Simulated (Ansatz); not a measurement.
# What WC (Fm-3m) distorts into, part 3 of 3

Wanted: the energy along a soft mode of WC (Fm-3m) and the structure at the end.

Ansatz 0.2.0; DFT PBEsol, scalar-relativistic, plane waves, PAW.

So far. Step 5 (Energy along the mode, all amplitudes (two of the runs …): The lowest step is at 0.08 Å, 5.59 meV/atom below the parent, and the energy rises beyond it. Step 7 (The new phase in its own primitive cell): The largest force component left is 0.10 meV/Å and the pressure is 0.000 GPa, within the tolerances set. The cell now holds 10.28 Å³/atom. The relaxed cell has a, b, c = 4.368, 8.782, 4.287 Å (conventional setting).

### Step 8. Modes of the new phase, k-mesh 10×10×10

A relaxed structure may still be a saddle point, so its zone-centre modes are computed. No field response is asked, since the mesh shows no gap.

input.yaml

```yaml
crystal:
  lattice:
    - [-2.1841348655, 4.3910588387, 2.1437110337]
    - [2.1841348655, -4.3910588387, 2.1437110337]
    - [2.1841348655, 4.3910588387, -2.1437110337]
  atoms:
    - { symbol: W, position: [0.1132087931, 0.7714166779, 0.884625471] }
    - { symbol: W, position: [0.6132087931, 0.7285833221, 0.3417921152] }
    - { symbol: W, position: [0.3867912069, 0.2714166779, 0.6582078848] }
    - { symbol: W, position: [0.8867912069, 0.2285833221, 0.115374529] }
    - { symbol: C, position: [0.6346814714, 0.2340502084, 0.8687316798] }
    - { symbol: C, position: [0.1346814714, 0.2659497916, 0.400631263] }
    - { symbol: C, position: [0.8653185286, 0.7340502084, 0.599368737] }
    - { symbol: C, position: [0.3653185286, 0.7659497916, 0.1312683202] }
kpoints:
  mp_grid: { grid: [10, 10, 10] }
hamiltonian:
  xc: pbesol
scf:
  occupations: { method: methfessel_paxton, width: 0.15 }
output:
  eigenvalues: true
phonons:
  method: dfpt
```

The run is started by

```console
$ ansatz run input.yaml --threads 4 --pin off --max-ram 7168MiB --backend cpu --events-out ev --progress --plain --runs-dir out
```

Log:

```text
zone centre: on kpoints.mp_grid the ground state, and the responses unless they are solved on pairs of k-points, stand on 282 of the mesh's 1000 k-points, reduced under 2 symmetry operations, with k and −k counted as one. Each operation leaves every solved displacement unchanged or reverses it
[...]
Crystal: 8 atoms, lattice volume = 82.238 Å³
Basis set: ecut = 420 eV, 1595 PW (Γ), exchange–correlation on 72×72×72 points (8 copies of the dense FFT grid, shifted against one another)
Bands: 44, of which v1, the nominal top of the filled ones, is band 36 counted from 1 (35 counted from 0)
Symmetry: 8 space group operations
k-points: 282 of 1000 (irreducible under 2 space group operations, time reversal used)
[...]
SCF iter   1: F=—  HF=-42011.507461 eV  |F-HF|=—  |Δ(HF+E_count)|=         —  Δρ=7.26e-3  dr2=2.57e-2  ethr=1.77e-3  ⟨swp⟩=5.2  Hψ=48024  notcnv=0
[...]
SCF iter   8: F=-42011.503272 eV  HF=-42011.503272 eV  |F-HF|=0.00e0  |Δ(HF+E_count)|=  2.91e-11  S|Δr|=    0.00e0  Δρ=1.06e-7  dr2=8.26e-12  ethr=1.00e-12  ⟨swp⟩=8.7  Hψ=67684  notcnv=0
SCF 1 converged in 8 iterations: F = -42011.503272 eV  dr2 = 8.26e-12
[...]
DFPT response loops at Γ: preconditioner auto → Kerker (q_TF=auto, 2.669 Å⁻¹) (partly filled bands, converged f_vac=0.000); β = 1.00, the filter's whole step (`scf.mixing.beta` (0.50) is not read by the response loops under this deck's `scf.mixing.preconditioner`; to damp them name `kerker` or `kerker_dos`, under which they read `scf.mixing.beta`, and type it under 1.00, their step now; both keys bind the ground state too); Broyden in place of MSR1
SCF converged after 8 iterations
[...]
Free energy (F): -42011.503272 eV
[...]
Internal energy: -42011.506172 eV  (E = F + TS)
E sigma→0 (E₀):  -42011.503997 eV
Entropy (-TS):   0.002901 eV (0.363 meV/atom)
Fermi energy:    21.887718 eV
[...]
--- Band table (eV; the first three rows and the last of 282) ---
  k-point 0: bands = [... 32 lower, 20.0605, 20.6981, 20.9041, 20.9984, 21.1167, 21.1895, 21.4823, 21.8122, ... 4 higher]
  k-point 1: bands = [... 32 lower, 19.7214, 19.9834, 20.6368, 21.1042, 21.1723, 21.1738, 22.1102, 22.7187, ... 4 higher]
  k-point 2: bands = [... 32 lower, 19.3347, 20.2242, 20.6451, 20.9501, 21.1022, 21.6461, 22.8113, 23.6912, ... 4 higher]
  k-point 281: bands = [... 32 lower, 19.3915, 19.5739, 19.6390, 19.6758, 21.9060, 22.5914, 22.8415, 22.9878, ... 4 higher]
--- Phonons (Γ-DFPT): 6 representative perturbations + reference, on 282 of 1000 k-points (Σ response iterations 18) ---
  k mesh reduced under 2 symmetry operations, with k and −k counted as one. Each operation leaves every solved displacement unchanged or reverses it
  ASR residual: 2.958e-5 → 0.000e0 eV/Å²; symmetrization residual: 1.313e-6 eV/Å²
  ASR residual per site (eV/Å²): 1.85e-5 1.85e-5 1.85e-5 1.85e-5 2.96e-5 2.96e-5 2.96e-5 2.96e-5
  Γ frequencies (cm⁻¹): -32.93 0.00 0.00 0.00 49.28 88.67 89.92 90.24 115.99 137.62 146.15 162.90 380.45 440.25 494.40 507.42 558.39 571.75 595.77 605.25 613.00 620.49 648.97 649.09
  non-analytic LO–TO correction: not included (Born effective charges unavailable; polar crystals: no LO–TO splitting at Γ)
```

The job ended after 3.6 min (4 threads of Arm Neoverse V2, shared host; peak memory 3.1 GiB).

Read from the output:

* sum-rule residual before enforcement: 2.96e-5 eV/Å²
* point group: mmm
* highest optical mode at the zone centre (no LO-TO term): 649.1 cm⁻¹
* lowest optical zone-centre mode: -32.93 cm⁻¹

Patterns of degenerate modes are one choice out of their space. The modes at Γ (shares of kinetic energy by element, %) (negative means imaginary):

```csv
mode,frequency (cm⁻¹),symmetry,W %,C %
1,-32.9,B1g,95,5
2,0.0,acoustic,94,6
3,0.0,acoustic,94,6
4,0.0,acoustic,94,6
5,49.3,B2u,96,4
6,88.7,B2g,97,3
7,89.9,B3g,96,4
8,90.2,Au,97,3
9,116.0,Ag,97,3
10,137.6,B3u,100,0
11,146.2,B1g,100,0
12,162.9,Ag,98,2
13,380.4,B2u,6,94
14,440.2,B3u,6,94
15,494.4,B1u,6,94
16,507.4,B1g,5,95
17,558.4,Ag,3,97
18,571.8,B3g,4,96
19,595.8,B2u,4,96
20,605.2,Au,3,97
21,613.0,Ag,2,98
22,620.5,B2g,3,97
23,649.0,B1g,0,100
24,649.1,B3u,0,100
```

Displacements in mode 1 (-32.9 cm⁻¹), the largest set to 1:
```
W1   1.00 -0.28  0.00
W2   1.00  0.28  0.00
W3  -1.00 -0.28  0.00
W4  -1.00  0.28  0.00
C5   0.92  0.03  0.00
C6   0.92 -0.03  0.00
C7  -0.92  0.03  0.00
C8  -0.92 -0.03  0.00
```

Displacements in mode 9 (116.0 cm⁻¹), the largest set to 1:
```
W1  -1.00 -0.28  0.00
W2   1.00 -0.28  0.00
W3  -1.00  0.28  0.00
W4   1.00  0.28  0.00
C5   0.69  0.27  0.00
C6  -0.69  0.27  0.00
C7   0.69 -0.27  0.00
C8  -0.69 -0.27  0.00
```

Before it was imposed, the acoustic sum rule was missed by 3.0e-5 eV/Å². Small misses are needed for a sound result but don't prove that mesh and cutoff are converged. The lowest optical mode is imaginary, 32.9i cm⁻¹, so the energy falls along it.

### Step 9. Outcome

| Property | Result |
| --- | --- |
| unstable mode of the parent | q = (0.25, -0.5, -0.25), 96i cm⁻¹ |
| depth at the lowest point sampled | 5.59 meV/atom |
| largest atomic shift at that point | 0.08 Å |
| space group reached | Ibam |
| energy gained over the parent (first relaxation, on the mesh of the frozen mode) | 26.1 meV/atom |
| volume per atom, phase reached | 10.3 Å³ |
| lowest optical zone-centre mode, phase reached | -32.9 cm⁻¹ |
| highest optical mode at the zone centre (no LO-TO term), phase reached | 649 cm⁻¹ |

What this shows: Along this mode the structure falls into Ibam, 26.1 meV/atom below the parent. At the parent's cell the well is 5.59 meV/atom deep on the steps tried, with its lowest point at a shift of 0.08 Å. Relaxing atoms and cell changes the gain by +20.52 meV/atom against the lowest step (energies at zero smearing). Most of the total comes from this relaxation. The new phase still has an imaginary mode at the zone centre of its cell, so it is a saddle point on the way to a lower structure. Of the 4 patterns followed from this parent, this one ends 1.51 meV/atom above the lowest, P4/nmm. Each path keeps the symmetry of its pattern, so a lower phase may lie along a pattern not tried. With no gap, or one that is small against the smearing, the frequencies hang on the k mesh and the smearing, most of all near Kohn anomalies. Spin-orbit coupling is left out, which can matter for the heavy elements here.

[Long decimals in the printed logs are rounded to 6 places.]

[Logs are printed without paths, hosts, clocks, repeated set-up lines and the standing remarks that a program may print on its own settings, such as how far it seeks lower states.]

[Hosts, paths, dates, database ids (printed as entryN), source tags and the programs' standing remarks are cut or masked in the printed files.]

[Where the starting crystal was built by hand or by swapping elements, it need not be the compound's stable phase.]
